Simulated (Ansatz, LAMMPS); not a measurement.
# Convergence of a linear-scaling basis for regrown after partial melting: C with 5 % Si on C sites, (111) (192 atoms), part 2 of 3

Aim: test how closely localised support functions follow the reference on regrown after partial melting: C with 5 % Si on C sites, (111) (192 atoms), and at what cost. A setting counts as converged where the r.m.s. difference of forces stays under 1 % of the r.m.s. force.

Ansatz 0.2.0; Kohn-Sham DFT, PBE, PAW (set soft_2), plane waves.

The cell: 10 Si and 182 C. The network of bonds at the start is that of the classical potential that made the cell.

So far. Step 4 (Support functions medium): Forces differ from the reference by 0.75 meV/Å r.m.s., 0.070 % of their size, well within a tolerance of 1 %; the energy by -3.7 meV/atom. Step 5 (Support functions low): Forces differ from the reference by 0.75 meV/Å r.m.s., 0.07 % of their size, well within a tolerance of 1 %; the energy by -3.7 meV/atom.

### 6. Support functions medium, spacing 0.411 Å

The grid spacing sets how fine a wave the support functions can hold. The typed value is an upper bound: the grid laid has 30×24×36 points, 0.364 Å apart at most.

This step: Kohn-Sham DFT, PBE, PAW (set soft_2), localised support functions (medium) (Ansatz 0.2.0).

The input, input.yaml:

```yaml
crystal:
  lattice:
    - [10.08617, 0.0, 0.0]
    - [0.0, 8.73488, 0.0]
    - [0.0, 0.0, 12.78879]
  atoms:
    [... the 192 atom lines of step 3 ...]
kpoints:
  mp_grid: { grid: [1, 2, 1] }
hamiltonian:
  xc: pbe
scf:
  occupations: { method: gaussian, width: 0.025 }
  eigensolver: { kind: { support_functions: { accuracy: medium, spacing: 0.411 } } }
  max_iter: 150
output:
  forces: true
  eigenvalues: true
```

The run is started by

```sh
ansatz run input.yaml --threads 4 --pin off --max-ram 8192MiB --backend cpu --events-out ev --progress --plain --runs-dir out
```

Output:

```text
[...]
Crystal: 192 atoms, lattice volume = 1126.711 Å³
Basis set: ecut = 420 eV, 22063 PW (Γ), exchange–correlation on 144×120×180 points (8 copies of the dense FFT grid, shifted against one another)
Bands: 461, of which v1, the nominal top of the filled ones, is band 384 counted from 1 (383 counted from 0)
Symmetry: 1 space group operations
k-points: 2
[...]
SCF iter   1: F=—  HF=-51907.544236 eV  |F-HF|=—  |Δ(HF+E_count)|=         —  Δρ=1.36e-1  dr2=2.07e2  ethr=1.00e-1
[...]
SCF iter  12: F=-51935.661586 eV  HF=-51935.661586 eV  |F-HF|=2.15e-7  |Δ(HF+E_count)|=   3.70e-3  Δρ=6.47e-6  dr2=6.11e-7  ethr=7.23e-10
SCF 1 converged in 12 iterations: F = -51935.713536 eV  dr2 = 6.11e-7
[...]
SCF converged after 12 iterations
[...]
Free energy (F): -51935.713536 eV
[...]
Internal energy: -51935.713536 eV  (E = F + TS)
E sigma→0 (E₀):  -51935.713536 eV
Fermi energy:    14.406445 eV
[...]
--- Forces (eV/Å), atoms counted from 1 ---
  atom   1  Si     1.12552110    -1.35228114     0.35776029
  atom   2  Si    -0.43936392     1.02206484    -0.27363328
  atom   3  C      0.67659384    -1.21693114    -0.66737208
  atom   4  C      0.98594370    -0.07061746     0.54595541
  atom   5  C      0.88867032    -0.37096728     0.41141443
  atom   6  C     -1.11223988    -0.76471304     0.01528781
  atom   7  C     -0.65606623     1.64128409    -0.30947492
  atom   8  C     -0.49654555     0.62350781    -0.63145953
  atom   9  C     -1.29499250     0.32309080     0.11572574
  atom  10  C     -0.34449450    -1.22683064     0.28031773
  atom  11  C      1.23974907    -0.31606494    -0.22968657
  atom  12  C      0.58047411    -0.93219610     1.20437045
  atom  13  C     -0.84399973    -1.53225964    -1.98813869
  atom  14  C      0.86185108    -0.48751225     0.96418576
[...]
atom 191  C     -0.08484407    -1.41709125    -0.85701680
  atom 192  C      0.45838107     0.07977331     0.59727811
  max |Σ_I F_I| component: 2.09e1 eV/Å
--- Band table (eV) ---
[...]
```

Wall time 3.3 min (4 threads of Arm Neoverse N1, shared host); peak memory 2.9 GiB.

The program notes that the forces don't sum to zero within tolerance and the grid leaves an egg-box force.

Forces differ from the reference by 156 meV/Å r.m.s., 15 % of their size, far over a tolerance of 1 %; the energy by +42 meV/atom. The setting is coarser than the default on purpose.

### 7. Support functions medium, spacing 0.343 Å

The grid spacing sets how fine a wave the support functions can hold. The typed value is an upper bound: the grid laid has 30×30×48 points, 0.336 Å apart at most.

input.yaml, the sections that differ from step 6:

```yaml
scf:
  occupations: { method: gaussian, width: 0.025 }
  eigensolver: { kind: { support_functions: { accuracy: medium, spacing: 0.343 } } }
  max_iter: 150
# crystal, kpoints, hamiltonian, output: as in step 6
```

Output:

```text
[...]
Crystal: 192 atoms, lattice volume = 1126.711 Å³
Basis set: ecut = 420 eV, 22063 PW (Γ), exchange–correlation on 144×120×180 points (8 copies of the dense FFT grid, shifted against one another)
Bands: 461, of which v1, the nominal top of the filled ones, is band 384 counted from 1 (383 counted from 0)
Symmetry: 1 space group operations
k-points: 2
[...]
SCF iter   1: F=—  HF=-51941.417545 eV  |F-HF|=—  |Δ(HF+E_count)|=         —  Δρ=1.36e-1  dr2=2.14e2  ethr=1.00e-1
[...]
SCF iter  12: F=-51942.246939 eV  HF=-51942.246939 eV  |F-HF|=1.62e-7  |Δ(HF+E_count)|=   3.35e-3  Δρ=5.90e-6  dr2=5.31e-7  ethr=6.83e-10
SCF 1 converged in 12 iterations: F = -51942.293955 eV  dr2 = 5.31e-7
[...]
SCF converged after 12 iterations
[...]
Free energy (F): -51942.293955 eV
[...]
Internal energy: -51942.293955 eV  (E = F + TS)
E sigma→0 (E₀):  -51942.293955 eV
Fermi energy:    14.398995 eV
[...]
--- Forces (eV/Å), atoms counted from 1 ---
  atom   1  Si     1.14091304    -1.39186532     0.36263315
  atom   2  Si    -0.43687201     1.05900789    -0.28219408
  atom   3  C      0.63330173    -1.15251194    -0.48087957
  atom   4  C      0.99459674     0.00497893     0.32515401
  atom   5  C      0.90753073    -0.53601072     0.52648208
  atom   6  C     -1.01697806    -0.75929954    -0.15883709
  atom   7  C     -0.59708692     1.35502606    -0.19980811
  atom   8  C     -0.43261641     0.85373287    -0.75771005
  atom   9  C     -1.34809348     0.39293165     0.31128994
  atom  10  C     -0.41100918    -0.96007661     0.04673079
  atom  11  C      1.16889128    -0.19172892     0.01738180
  atom  12  C      0.53409359    -0.62167244     0.94644965
  atom  13  C     -0.86708460    -1.37762661    -1.63771704
  atom  14  C      0.87600134    -0.37615423     0.69438984
[...]
atom 191  C     -0.14840731    -1.23995149    -0.63749073
  atom 192  C      0.41081179     0.21795739     0.44083301
  max |Σ_I F_I| component: 4.93e-1 eV/Å
--- Band table (eV) ---
[...]
```

Run time: 3.6 min. Hardware: 4 threads; peak memory 3.1 GiB.

Forces differ from the reference by 26 meV/Å r.m.s., 2.4 % of their size, over a tolerance of 1 %; the energy by +7.8 meV/atom. The setting is coarser than the default on purpose.

### 8. Support functions medium, spacing 0.297 Å

The grid spacing sets how fine a wave the support functions can hold. The typed value is an upper bound: the grid laid has 36×30×48 points, 0.291 Å apart at most.

input.yaml, the sections that differ from step 7:

```yaml
scf:
  occupations: { method: gaussian, width: 0.025 }
  eigensolver: { kind: { support_functions: { accuracy: medium, spacing: 0.297 } } }
  max_iter: 150
# crystal, kpoints, hamiltonian, output: as in step 7
```

Output:

```text
[...]
Crystal: 192 atoms, lattice volume = 1126.711 Å³
Basis set: ecut = 420 eV, 22063 PW (Γ), exchange–correlation on 144×120×180 points (8 copies of the dense FFT grid, shifted against one another)
Bands: 461, of which v1, the nominal top of the filled ones, is band 384 counted from 1 (383 counted from 0)
Symmetry: 1 space group operations
k-points: 2
[...]
SCF iter   1: F=—  HF=-51950.366280 eV  |F-HF|=—  |Δ(HF+E_count)|=         —  Δρ=1.37e-1  dr2=2.18e2  ethr=1.00e-1
[...]
SCF iter  12: F=-51944.080211 eV  HF=-51944.080211 eV  |F-HF|=1.58e-7  |Δ(HF+E_count)|=   3.22e-3  Δρ=6.03e-6  dr2=5.45e-7  ethr=6.72e-10
SCF 1 converged in 12 iterations: F = -51944.125786 eV  dr2 = 5.45e-7
[...]
SCF converged after 12 iterations
[...]
Free energy (F): -51944.125786 eV
[...]
Internal energy: -51944.125786 eV  (E = F + TS)
E sigma→0 (E₀):  -51944.125786 eV
Fermi energy:    14.395087 eV
[...]
--- Forces (eV/Å), atoms counted from 1 ---
  atom   1  Si     1.14948390    -1.37590544     0.35512474
  atom   2  Si    -0.45621776     1.04895460    -0.27016883
  atom   3  C      0.57329160    -1.12975751    -0.50339943
  atom   4  C      1.00169804    -0.00215620     0.34317985
  atom   5  C      0.94092581    -0.54493736     0.52238487
  atom   6  C     -1.00347552    -0.76067579    -0.13707007
  atom   7  C     -0.62081307     1.37132039    -0.20785824
  atom   8  C     -0.40387051     0.83163515    -0.74444495
  atom   9  C     -1.37089680     0.39569381     0.29648069
  atom  10  C     -0.43794766    -0.98187228     0.06188865
  atom  11  C      1.16396172    -0.17926892     0.00322626
  atom  12  C      0.53768614    -0.62502803     0.96391280
  atom  13  C     -0.92817932    -1.36745879    -1.66242175
  atom  14  C      0.90444213    -0.38729262     0.71611488
[...]
atom 191  C     -0.18063161    -1.23710590    -0.65925963
  atom 192  C      0.35835427     0.19224077     0.45646106
  max |Σ_I F_I| component: 3.80e-1 eV/Å
--- Band table (eV) ---
[...]
```

The job ended after 3.3 min (4 threads; peak memory 3.1 GiB; 13 min of CPU time).

Forces differ from the reference by 10 meV/Å r.m.s., 0.94 % of their size, within a tolerance of 1 %; the energy by -1.7 meV/atom. The setting is coarser than the default on purpose.

### 9. Support functions medium, spacing 0.263 Å

The grid spacing sets how fine a wave the support functions can hold. The typed value is an upper bound: the grid laid has 48×36×54 points, 0.243 Å apart at most.

input.yaml, the sections that differ from step 8:

```yaml
scf:
  occupations: { method: gaussian, width: 0.025 }
  eigensolver: { kind: { support_functions: { accuracy: medium, spacing: 0.263 } } }
  max_iter: 150
# crystal, kpoints, hamiltonian, output: as in step 8
```

Output:

```text
[...]
Crystal: 192 atoms, lattice volume = 1126.711 Å³
Basis set: ecut = 420 eV, 22063 PW (Γ), exchange–correlation on 144×120×180 points (8 copies of the dense FFT grid, shifted against one another)
Bands: 461, of which v1, the nominal top of the filled ones, is band 384 counted from 1 (383 counted from 0)
Symmetry: 1 space group operations
k-points: 2
[...]
SCF iter   1: F=—  HF=-51964.358352 eV  |F-HF|=—  |Δ(HF+E_count)|=         —  Δρ=1.37e-1  dr2=2.19e2  ethr=1.00e-1
[...]
SCF iter  11: F=—  HF=-51944.520792 eV  |F-HF|=—  |Δ(HF+E_count)|=   3.36e-3  Δρ=1.79e-5  dr2=5.52e-6  ethr=5.82e-9  κ⁻¹=2.3e-6(r=7)
SCF iter  12: F=-51944.523511 eV  HF=-51944.523511 eV  |F-HF|=1.51e-7  |Δ(HF+E_count)|=   2.72e-3  Δρ=6.15e-6  dr2=5.42e-7  ethr=7.18e-10
SCF 1 converged in 12 iterations: F = -51944.563158 eV  dr2 = 5.42e-7
[...]
SCF converged after 12 iterations
[...]
Free energy (F): -51944.563158 eV
[...]
Internal energy: -51944.563158 eV  (E = F + TS)
E sigma→0 (E₀):  -51944.563158 eV
Fermi energy:    14.392717 eV
[...]
Σ components = -51944.563158   (vs F -51944.563158, Δ=0.00e0)
--- Forces (eV/Å), atoms counted from 1 ---
  atom   1  Si     1.14702338    -1.36769042     0.35647294
  atom   2  Si    -0.45633917     1.06505268    -0.26137927
  atom   3  C      0.57776574    -1.14732678    -0.50562820
  atom   4  C      1.00282631     0.00227156     0.35100303
[...]
atom 192  C      0.35940673     0.21070877     0.44641582
  max |Σ_I F_I| component: 7.36e-2 eV/Å
--- Band table (eV) ---
[...]
```

Elapsed: 3.7 min, on 4 threads; peak memory 3.5 GiB; 14 min of CPU time.

Keys that differ from the reference: support_functions.accuracy = "medium", support_functions.spacing = 0.263 and scf.max_iter = 150.

Forces differ from the reference by 2.2 meV/Å r.m.s., 0.20 % of their size, well within a tolerance of 1 %; the energy by -4.0 meV/atom.

### 10. Support functions medium, spacing 0.206 Å

The grid spacing sets how fine a wave the support functions can hold. The typed value is an upper bound: the grid laid has 54×48×72 points, 0.187 Å apart at most.

input.yaml, the sections that differ from step 9:

```yaml
scf:
  occupations: { method: gaussian, width: 0.025 }
  eigensolver: { kind: { support_functions: { accuracy: medium, spacing: 0.206 } } }
  max_iter: 150
# crystal, kpoints, hamiltonian, output: as in step 9
```

Output:

```text
[...]
Crystal: 192 atoms, lattice volume = 1126.711 Å³
Basis set: ecut = 420 eV, 22063 PW (Γ), exchange–correlation on 144×128×180 points (8 copies of the dense FFT grid, shifted against one another)
Bands: 461, of which v1, the nominal top of the filled ones, is band 384 counted from 1 (383 counted from 0)
Symmetry: 1 space group operations
k-points: 2
[...]
SCF iter   1: F=—  HF=-51971.151796 eV  |F-HF|=—  |Δ(HF+E_count)|=         —  Δρ=1.38e-1  dr2=2.19e2  ethr=1.00e-1
[...]
SCF iter  11: F=—  HF=-51944.466889 eV  |F-HF|=—  |Δ(HF+E_count)|=   2.83e-3  Δρ=1.85e-5  dr2=5.98e-6  ethr=5.73e-9  κ⁻¹=2.3e-6(r=7)
SCF iter  12: F=-51944.469188 eV  HF=-51944.469188 eV  |F-HF|=1.76e-7  |Δ(HF+E_count)|=   2.30e-3  Δρ=6.27e-6  dr2=5.88e-7  ethr=7.79e-10
SCF 1 converged in 12 iterations: F = -51944.504231 eV  dr2 = 5.88e-7
[...]
SCF converged after 12 iterations
[...]
Free energy (F): -51944.504231 eV
[...]
Internal energy: -51944.504231 eV  (E = F + TS)
E sigma→0 (E₀):  -51944.504231 eV
Fermi energy:    14.392829 eV
[...]
Σ components = -51944.504231   (vs F -51944.504231, Δ=0.00e0)
--- Forces (eV/Å), atoms counted from 1 ---
  atom   1  Si     1.14712280    -1.36546710     0.35652411
  atom   2  Si    -0.45623934     1.06309069    -0.26054582
  atom   3  C      0.57740751    -1.14511240    -0.51053051
  atom   4  C      1.00249623     0.00385514     0.35200771
[...]
atom 192  C      0.35963418     0.21269091     0.45123491
  max |Σ_I F_I| component: 5.68e-3 eV/Å
--- Band table (eV) ---
[...]
```

Wall time 4.6 min (4 threads); peak memory 4.4 GiB; 18 min of CPU time.

Keys that differ from the reference: support_functions.accuracy = "medium", support_functions.spacing = 0.206 and scf.max_iter = 150.

Forces differ from the reference by 0.73 meV/Å r.m.s., 0.068 % of their size, well within a tolerance of 1 %; the energy by -3.7 meV/atom.

### 11. Cost against change

Each row is set against the plane-wave reference (Kohn-Sham DFT, PBE, PAW (set soft_2), plane waves; r.m.s. force component 1.07 eV/Å). Energies are set beside the reference only for runs with its functional, potentials and electron count. Times are for 4 threads of Arm Neoverse N1, shared host. The reference's time includes the DOS, the stress and grids, which some other runs skip.

| run | Δ force, r.m.s. (meV/Å) | share of r.m.s. force (%) | Δ energy (meV/atom) | Δ gap (eV) | cycles | time | host memory (GiB) |
| --- | --- | --- | --- | --- | --- | --- | --- |
| reference | - | - | - | - | 9 | 3.5 min | 6.0 |
| support functions medium | 0.746 | 0.0695 | -3.69 | 0 | 12 | 4.2 min | 3.9 |
| support functions low | 0.751 | 0.07 | -3.69 | 0 | 11 | 3.8 min | 3.9 |
| support functions medium, spacing 0.411 Å | 156 | 14.6 | 42.1 | -0.0016 | 12 | 3.3 min | 2.9 |
| support functions medium, spacing 0.343 Å | 26.2 | 2.44 | 7.80 | -0.0027 | 12 | 3.6 min | 3.1 |
| support functions medium, spacing 0.297 Å | 10.1 | 0.939 | -1.74 | -3.0e-4 | 12 | 3.3 min | 3.1 |
| support functions medium, spacing 0.263 Å | 2.19 | 0.204 | -4.02 | 0 | 12 | 3.7 min | 3.5 |
| support functions medium, spacing 0.206 Å | 0.732 | 0.0682 | -3.71 | 0 | 12 | 4.6 min | 4.4 |

### 12. What the reference run shows

With the settings judged, the reference run is read for its physics.

Length of the force by element and coordination:

| element | coordination | atoms | mean length of the force (eV/Å) | spread | least | most |
| --- | --- | --- | --- | --- | --- | --- |
| C | all | 182 | 1.62 | 0.797 | 0.137 | 4.41 |
| Si | all | 10 | 2.21 | 1.39 | 0.712 | 5.89 |

Intrinsic-atomic-orbital charges by element and coordination:

| element | coordination | atoms | mean charge (e) | spread | least | most |
| --- | --- | --- | --- | --- | --- | --- |
| C | all | 182 | -0.0577 | 0.128 | -0.587 | 0.0336 |
| Si | all | 10 | 1.05 | 0.131 | 0.877 | 1.23 |

By region:

| region | atoms | mean length of the force (eV/Å) | net charge (e) |
| --- | --- | --- | --- |
| crystal | 96 | 1.60 | 0.24 |
| remelted part | 96 | 1.71 | -0.24 |

States in the cell by windows of 1 eV, zero at the Fermi level; the larger projections on atomic orbitals stand beside the total:

| from (eV) | to (eV) | total | C p | C s |
| --- | --- | --- | --- | --- |
| -18 | -17 | 28.6 | 11.7 | 15.9 |
| -17 | -16 | 30.8 | 12.0 | 17.7 |
| -16 | -15 | 30.8 | 13.0 | 16.9 |
| -15 | -14 | 23.1 | 11.8 | 10.2 |
| -14 | -13 | 30.8 | 19.4 | 10.2 |
| -13 | -12 | 36.4 | 23.5 | 11.6 |
| -12 | -11 | 34.7 | 23.0 | 10.3 |
| -11 | -10 | 31.9 | 23.1 | 7.5 |
| -10 | -9 | 52.0 | 42.5 | 7.9 |
| -9 | -8 | 53.7 | 45.3 | 6.6 |
| -8 | -7 | 55.9 | 49.2 | 4.9 |
| -7 | -6 | 64.6 | 58.1 | 4.5 |
| -6 | -5 | 69.2 | 63.6 | 3.6 |
| -5 | -4 | 59.0 | 54.5 | 2.3 |
| -4 | -3 | 42.8 | 38.7 | 1.4 |
| -3 | -2 | 31.6 | 28.0 | 0.9 |
| -2 | -1 | 18.6 | 16.1 | 0.6 |
| -1 | 0 | 8.5 | 6.8 | 0.5 |
| 0 | 1 | 4.1 | 3.0 | 0.4 |
| 1 | 2 | 2.1 | 1.5 | 0.3 |
| 2 | 3 | 4.0 | 1.2 | 1.0 |
| 3 | 4 | 22.5 | 10.3 | 7.2 |
| 4 | 5 | 38.7 | 21.3 | 9.7 |

Between -23 and -18 eV lie 65 more states.

The levels nearest the highest filled one (over half full), pooled over k-points and spins:

| level less the highest filled one (eV) | occupation |
| --- | --- |
| -0.613 | 2 |
| -0.536 | 2 |
| -0.293 | 2 |
| -0.160 | 2 |
| -0.106 | 2 |
| 0 | 2 |
| 0.201 | 0 |
| 0.262 | 0 |
| 0.549 | 0 |
| 0.703 | 0 |
| 1.81 | 0 |
| 1.82 | 0 |

Planar average of the electrostatic potential energy along the normal, with the Fermi level as zero, after a running mean with a triangular window 4 Å wide at its base:

| height (Å) | potential energy (eV) |
| --- | --- |
| 0.0 | -12.33 |
| 0.4 | -12.37 |
| 0.7 | -12.36 |
| 1.1 | -12.30 |
| 1.4 | -12.27 |
| 1.8 | -12.25 |
| 2.1 | -12.27 |
| 2.6 | -12.30 |
| 2.8 | -12.32 |
| 3.3 | -12.30 |
| 3.6 | -12.24 |
| 4.0 | -12.16 |
| 4.4 | -12.14 |
| 4.7 | -12.16 |
| 5.1 | -12.18 |
| 5.4 | -12.17 |
| 5.8 | -12.16 |
| 6.1 | -12.16 |
| 6.5 | -12.13 |
| 6.8 | -12.06 |
| 7.2 | -12.00 |
| 7.5 | -12.02 |
| 8.0 | -12.12 |
| 8.2 | -12.15 |
| 8.7 | -12.13 |
| 9.1 | -12.11 |
| 9.4 | -12.10 |
| 9.8 | -12.11 |
| 10.1 | -12.13 |
| 10.5 | -12.17 |
| 10.8 | -12.18 |
| 11.2 | -12.21 |
| 11.5 | -12.26 |
| 11.9 | -12.32 |
| 12.2 | -12.32 |
| 12.6 | -12.32 |

Electrostatic potential energy in the cb plane at fractional x = 0.337, with atoms of C and Si within 0.2 Å of it. With pseudopotentials it is smooth inside the atoms' cores, unlike the true potential.

Values in eV, 13 rows by 16 columns, each cell a mean:
```
  5   9   6 -11   6  -5   9  13   4  10  -1  -2   9 -10   9  14
-36 -18 -27 -27  13  14  14   8 -46  -9 -39 -22  12  14  14  12
-12  -1  -5  -6  13  11  11   8 -18   2 -24 -11  13  10   8  11
-33  11  14  13  13 -14 -27 -21 -26  12   9  11  14 -18 -33  -9
-24  12  13  10  12 -11 -21 -11 -14  13  12  11  11  -8 -11  -4
 12  14   8 -39  -7 -34   5  13  12  13  -6 -29 -13 -34  11  13
 13  13   8 -29  -5 -35   5  14  12  13  -3 -21   0  -9  10  13
 -8 -16 -16 -14  12  11  13  11 -24  -3 -25  -4  14  12  10  13
-18 -29 -21 -17  13  14  14  11 -36  -9 -30  -6  14  13  10  12
-18   4  11  10  13   7  -8   3  -9  11  11  13  14   0 -24   1
-46   0  14  13  14  -8 -47 -18 -42  11  14  14  14 -11 -47 -10
  5  12  12  -2   8  -6  -2   7   1  13  10 -16   6  -5  -9   8
 14  14   8 -49 -13 -51  -3  14  14  14   6 -46  -9 -50   0  14
```
Columns run along c (12.8 Å; values clipped at the 3rd and 97th percentile), rows up along b (8.7 Å). Atoms in or near the plane, at fractional coordinates: C at (0.22, 0.02), C at (0.34, 0.02), C at (0.22, 0.53), C at (0.34, 0.53), C at (0.39, 0.19), C at (0.51, 0.19), C at (0.37, 0.69), C at (0.49, 0.69), C at (0.06, 0.36), C at (0.18, 0.37), C at (0.05, 0.86), C at (0.18, 0.86), Si at (0.67, 0.85), C at (0.82, 0.55) and more.

(Continued in part 3 of 3.)

[Long decimals in the printed logs are rounded to 6 places.]

[Logs are printed without paths, hosts, clocks, repeated set-up lines and the standing remarks that a program may print on its own settings, such as how far it seeks lower states.]

[Hosts, paths, dates, database ids (printed as entryN), source tags and the programs' standing remarks are cut or masked in the printed files.]
